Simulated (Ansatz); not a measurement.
# linear Pb chain: period, moment and channels by functional, part 2 of 2

How many channels does the linear Pb chain carry, and how sure is the answer?

Ansatz 0.2.0; DFT PBE, plane waves, PAW; relaxation of a chain's period (the session's first sound run).

So far, conductance of the lead as this run defines it (G₀): 3.00 in steps 3, 5 and 7.

### Step 9. The wire at its relaxed period, level RPBE, k-mesh 1×1×28

This step: DFT RPBE, plane waves, PAW; channels and complex bands of a perfect chain (Ansatz 0.2.0).

The channels are counted again under RPBE, at the period that it gave.

input.yaml reads:

```yaml
crystal:
  lattice:
    - [7.5, 0.0, 0.0]
    - [0.0, 7.5, 0.0]
    - [0.0, 0.0, 2.9559489622]
  atoms:
    - { symbol: Pb, position: [0.5, 0.5, 0.0] }
kpoints:
  mp_grid: { grid: [1, 1, 28] }
  band_path: { path: ["Γ", Z], npoints: 60 }
scf:
  occupations: { method: fermi_dirac, width: 0.05 }
hamiltonian:
  xc: rpbe
output:
  transmission:
    e_range: [-2, 2]
    de: 0.035
    kmesh: [1, 1]
    reduced_basis: true
    leads: [[0, 0]]
  dos: { projected: true, e_range: [-6, 4] }
```

The run is started by

```sh
$ ansatz run input.yaml --threads 4 --pin off --max-ram 8192MiB --backend cpu --events-out ev --progress --plain --runs-dir out
```

It took 6.6 s on 4 threads of Intel Xeon 6975P-C (Granite Rapids), shared host; peak memory 0.51 GiB; 22 s of CPU time.

The open channels of the lead, one spin by energy, zero at the Fermi level:

energy (eV), open channels of the lead, one spin and a bar from the least value:
```
   -2.000       1.00 
   -1.895       1.00 
   -1.790       1.00 
   -1.685       1.00 
   -1.615       1.00 
   -1.510       1.00 
   -1.405       1.00 
   -1.300       1.00 
   -1.195       1.00 
   -1.090       1.00 
   -0.985       1.00 
   -0.915       1.00 
   -0.810       1.00 
   -0.705       1.00 
   -0.600       3.00 ##############################
   -0.495       3.00 ##############################
   -0.390       3.00 ##############################
   -0.285       3.00 ##############################
   -0.215       3.00 ##############################
   -0.110       3.00 ##############################
   -0.005       3.00 ##############################
    0.100       3.00 ##############################
    0.205       3.00 ##############################
    0.310       3.00 ##############################
    0.415       3.00 ##############################
    0.485       3.00 ##############################
    0.590       3.00 ##############################
    0.695       3.00 ##############################
    0.800       3.00 ##############################
    0.905       3.00 ##############################
    1.010       3.00 ##############################
    1.115       3.00 ##############################
    1.185       3.00 ##############################
    1.290       3.00 ##############################
    1.395       3.00 ##############################
    1.500       3.00 ##############################
    1.605       3.00 ##############################
    1.710       3.00 ##############################
    1.815       3.00 ##############################
    1.885       3.00 ##############################
```

At the computed energy nearest the Fermi level there are 3 channels a spin, and the thermal average gives 3.00 G₀.

### Step 10. The series together

Times are for 4 threads of Intel Xeon 6975P-C (Granite Rapids), shared host. The series side by side:

| no. | level | conductance of the lead as this run defines it (G₀) | time | memory (GiB) |
| --- | --- | --- | --- | --- |
| 1 | PBE | 3.000 | 7.1 s | 0.5 |
| 2 | LDA | 3.000 | 7.6 s | 0.57 |
| 3 | PBEsol | 3.000 | 8.2 s | 0.5 |
| 4 | RPBE | 3.000 | 6.6 s | 0.51 |

The runs together. The open channels of the lead by energy, zero at the Fermi level:

| energy (eV) | PBE | LDA | PBEsol | RPBE |
| --- | --- | --- | --- | --- |
| -2.000 | 1 | 1 | 1 | 1 |
| -1.790 | 1 | 1 | 1 | 1 |
| -1.615 | 1 | 1 | 1 | 1 |
| -1.405 | 1 | 1 | 1 | 1 |
| -1.195 | 1 | 1 | 1 | 1 |
| -0.985 | 1 | 1 | 1 | 1 |
| -0.810 | 1 | 1 | 1 | 1 |
| -0.600 | 3 | 3 | 3 | 3 |
| -0.390 | 3 | 3 | 3 | 3 |
| -0.215 | 3 | 3 | 3 | 3 |
| -0.005 | 3 | 3 | 3 | 3 |
| 0.205 | 3 | 3 | 3 | 3 |
| 0.415 | 3 | 3 | 3 | 3 |
| 0.590 | 3 | 3 | 3 | 3 |
| 0.800 | 3 | 3 | 3 | 3 |
| 1.010 | 3 | 3 | 3 | 3 |
| 1.185 | 3 | 3 | 3 | 3 |
| 1.395 | 3 | 3 | 3 | 3 |
| 1.605 | 3 | 3 | 3 | 3 |
| 1.815 | 3 | 3 | 3 | 3 |

### Step 11. Relaxation of atoms and period, cutoff 850 eV

This step: DFT PBE, plane waves, norm-conserving; relaxation of a chain's period (Ansatz 0.2.0).

The same functional on other atomic datasets tests how far the result hangs on the treatment of the cores. Against the first PBE run of this kind, the cutoff is 850 eV against 420.

input.yaml reads:

```yaml
crystal:
  lattice:
    - [7.5, 0.0, 0.0]
    - [0.0, 7.5, 0.0]
    - [0.0, 0.0, 2.7156]
  atoms:
    - { symbol: Pb, position: [0.5, 0.5, 0.0], spin: 0.5 }
magnetization:
  spin_polarized: true
kpoints:
  mp_grid: { grid: [1, 1, 30] }
scf:
  occupations: { method: fermi_dirac, width: 0.05 }
hamiltonian:
  xc: pbe
  pseudopotentials: { kind: nc }
relax:
  cell: { fix: [a, b, alpha, beta, gamma] }
  max_steps: 60
```

Wall time 13 s (4 threads); peak memory 0.67 GiB; 45 s of CPU time.

The cell's length comes to 2.921 Å, +0.1 % against the first run, with no moment.

### Step 12. Relaxing the period

This step: DFT PBE, plane waves, PAW; relaxation of a chain's period (Ansatz 0.2.0).

No moment formed, so a run without spin should agree; this checks it and saves time.

input.yaml, the sections that differ from step 11:

```yaml
crystal:
  lattice:
    - [7.5, 0.0, 0.0]
    - [0.0, 7.5, 0.0]
    - [0.0, 0.0, 2.7156]
  atoms:
    - { symbol: Pb, position: [0.5, 0.5, 0.0] }
hamiltonian:
  xc: pbe
# kpoints, scf, relax: as in step 11
# magnetization: removed
```

It took 2.3 s on 4 threads; peak memory 0.46 GiB; 7 s of CPU time.

The cell's length comes to 2.919 Å, +0.0 % against the first run, with spin left out.

### Step 13. The series together

Times are for 4 threads of Intel Xeon 6975P-C (Granite Rapids), shared host. The series side by side:

| no. | level | cell length along the wire (Å) | time | memory (GiB) |
| --- | --- | --- | --- | --- |
| 1 | PBE | 2.919 | 5.9 s | 0.49 |
| 2 | LDA | 2.791 | 4.3 s | 0.46 |
| 3 | PBEsol | 2.835 | 4.3 s | 0.48 |
| 4 | RPBE | 2.956 | 7.3 s | 0.5 |
| 5 | PBE, NC files | 2.921 | 13 s | 0.67 |
| 6 | PBE, no spin | 2.919 | 2.3 s | 0.46 |

### Step 14. Two-component spinors

This step: DFT PBE, plane waves, fully relativistic PAW; channels of a perfect chain with spin-orbit coupling (Ansatz 0.2.0).

Spin-orbit coupling mixes the spins and splits bands that cross or touch without it, so it can open or close channels. Fully relativistic datasets take the place of the scalar ones. The window is narrow, since spinor matrices are twice as large.

input.yaml reads:

```yaml
crystal:
  lattice:
    - [7.5, 0.0, 0.0]
    - [0.0, 7.5, 0.0]
    - [0.0, 0.0, 2.9190662862]
  atoms:
    - { symbol: Pb, position: [0.5, 0.5, 0.0] }
kpoints:
  mp_grid: { grid: [1, 1, 28] }
  band_path: { path: ["Γ", Z], npoints: 60 }
scf:
  occupations: { method: fermi_dirac, width: 0.05 }
hamiltonian:
  xc: pbe
  pseudopotentials: { kind: paw_fr }
output:
  transmission:
    e_range: [-0.42, 0.42]
    de: 0.035
    kmesh: [1, 1]
    reduced_basis: false
    leads: [[0, 0]]
magnetization:
  noncollinear: true
  spin_orbit: true
```

Wall time 2.3 min (4 threads); peak memory 4.9 GiB; 8.6 min of CPU time.

This step gave:

```
energy at zero smearing                                    : -11943.9135 eV
conductance of the lead as this run defines it             : 2.999 G₀
channels at the energy nearest the Fermi level, both spins : 6
```

Table of open channels of the lead, both spins by energy, zero at the Fermi level:

```
energy (eV)  open channels of the lead, both spins
     -0.420                                      4
     -0.385                                      4
     -0.350                                      4
     -0.315                                      4
     -0.280                                      4
     -0.245                                      4
     -0.210                                      4
     -0.175                                      6
     -0.140                                      6
     -0.105                                      6
     -0.070                                      6
     -0.035                                      6
      0.000                                      6
      0.035                                      6
      0.070                                      6
      0.105                                      6
      0.140                                      6
      0.175                                      6
      0.210                                      6
      0.245                                      6
      0.280                                      6
      0.315                                      2
      0.350                                      2
      0.385                                      2
      0.420                                      2
```

The slowest values at each energy, most degenerate partners merged, listed up to 1.5 1/Å. Table of Im kz of the slowest decaying states by energy, zero at the Fermi level:

```
energy (eV)  decay 1 (Å⁻¹)  decay 2 (Å⁻¹)  decay 3 (Å⁻¹)  decay 4 (Å⁻¹)
     -0.420          0.226          0.913           1.11           1.23
     -0.385          0.210          0.908           1.11           1.23
     -0.350          0.191          0.903           1.10           1.23
     -0.280          0.147          0.892           1.10           1.22
     -0.245          0.120          0.887           1.09           1.22
     -0.210         0.0828          0.881           1.09           1.21
     -0.175          0.876           1.08           1.21           1.21
     -0.140          0.871           1.08           1.21           1.21
     -0.070          0.860           1.07           1.20           1.20
     -0.035          0.854           1.07           1.20           1.20
      0.000          0.848           1.06           1.19           1.20
      0.035          0.843           1.06           1.19           1.19
      0.070          0.837           1.05           1.19           1.19
      0.140          0.826           1.04           1.18           1.18
      0.175          0.820           1.04           1.18           1.18
      0.210          0.814           1.03           1.17           1.18
      0.245          0.808           1.03           1.17           1.17
      0.280          0.802           1.02           1.17           1.17
      0.350         0.0424          0.790           1.02           1.16
      0.385         0.0515          0.784           1.01           1.16
      0.420         0.0587          0.778           1.01           1.15
```

The electronic bands at the labelled points (eV, zero at the Fermi level):

```csv
point,band 13,band 14,band 15,band 16,band 17,band 18,band 19,band 20
Γ,-1.14,-1.14,-0.18,-0.18,2.65,2.65,4.16,4.16
halfway,-0.01,-0.01,1.10,1.10,3.41,3.41,3.81,3.81
Z,-2.41,-2.41,2.35,2.35,3.45,3.45,6.60,6.60
```

At the computed energy nearest the Fermi level there are 6 spinor channels, and the thermal average gives 3.00 G₀.

### Step 15. A repeat with changed settings

This step: DFT PBE, plane waves, PAW; channels and complex bands of a perfect chain; changed: scf.occupations.method = "gaussian", scf.occupations.width = 0.15, scf.convergence.dr2_threshold = 1e-08, hamiltonian.pseudopotentials = {"kind": "paw_fr"}, magnetization = {"noncollinear": true, "spin_orbit": true} (Ansatz 0.2.0).

The atoms of the run on the perfect lead (PBE) are kept and the input is varied, to see whether the result depends on it. The ELF is not written this time.

input.yaml, the sections that differ from step 14:

```yaml
scf:
  occupations: { method: gaussian, width: 0.15 }
  convergence: { dr2_threshold: 1.0e-08 }
output:
  transmission:
    e_range: [-2, 2]
    de: 0.035
    kmesh: [1, 1]
    reduced_basis: true
    leads: [[0, 0]]
  dos: { projected: true, e_range: [-6, 4] }
  write_potential: true
  write_density: true
  volumetric_format: npy
# crystal, kpoints, hamiltonian, magnetization: as in step 14
```

Run time: 0.07 s. Hardware: 4 threads; peak memory 0.11 GiB.

The program refused the input before any cycle.

The program's message: “Error: inconsistent input (output.transmission.reduced_basis, magnetization.noncollinear): a run with two-component spinors is solved on all plane waves alone: leave reduced_basis out”

### Step 16. The same system on other settings: hamiltonian.xc = "revpbe"

This step: DFT revPBE, plane waves, PAW; channels and complex bands of a perfect chain; changed: hamiltonian.xc = "revpbe" (Ansatz 0.2.0).

input.yaml, the sections that differ from step 15:

```yaml
scf:
  occupations: { method: fermi_dirac, width: 0.05 }
hamiltonian:
  xc: revpbe
# crystal, kpoints, output: as in step 15
# magnetization: removed
```

It took 6.1 s on 4 threads; peak memory 0.48 GiB.

Numbers from this step:

```
energy at zero smearing                        : -11916.1011 eV
conductance of the lead as this run defines it : 3.000 G₀
```

It took 6.1 s against 7.1 s for the run it varies, and the conductance is 3.00 G₀ against 3.00 G₀.

The channels at the energy nearest the Fermi level, one spin and conductance of the lead as this run defines it stay within 0.2 % plus 0.001 of the run it varies.

### Step 17. Results

```json
{
 "cell length, PBE": "2.919 Å",
 "cell length, LDA": "2.791 Å",
 "cell length, PBEsol": "2.835 Å",
 "cell length, RPBE": "2.956 Å",
 "cell length, PBE, NC files": "2.921 Å",
 "cell length, PBE, no spin": "2.919 Å",
 "conductance, PBE": "3.00 G₀",
 "conductance, LDA": "3.00 G₀",
 "conductance, PBEsol": "3.00 G₀",
 "conductance, RPBE": "3.00 G₀",
 "conductance, with spin-orbit coupling": "3.00 G₀"
}
```

**Reading.** Under PBE the cell's length is 2.92 Å, no moment survives, and it is a metal with 3 channels a spin next to the Fermi level, 3.00 G₀ at 300 K. The cell's length spans 5.9 % over the functionals, shortest under LDA and longest under RPBE. A perfect wire passes every open channel, so the conductance counts half a G₀ for each forward-moving state at the Fermi level, spin by spin. Transport is coherent and elastic here: the atoms are frozen, so scattering by vibrations plays no part. The lead's cell of one atom keeps the chain straight and evenly spaced; a zigzag or dimerised form may lie lower.

[Logs are printed without paths, hosts, clocks, repeated set-up lines and the standing remarks that a program may print on its own settings, such as how far it seeks lower states.]

[Hosts, paths, dates, database ids (printed as entryN), source tags and the programs' standing remarks are cut or masked in the printed files.]
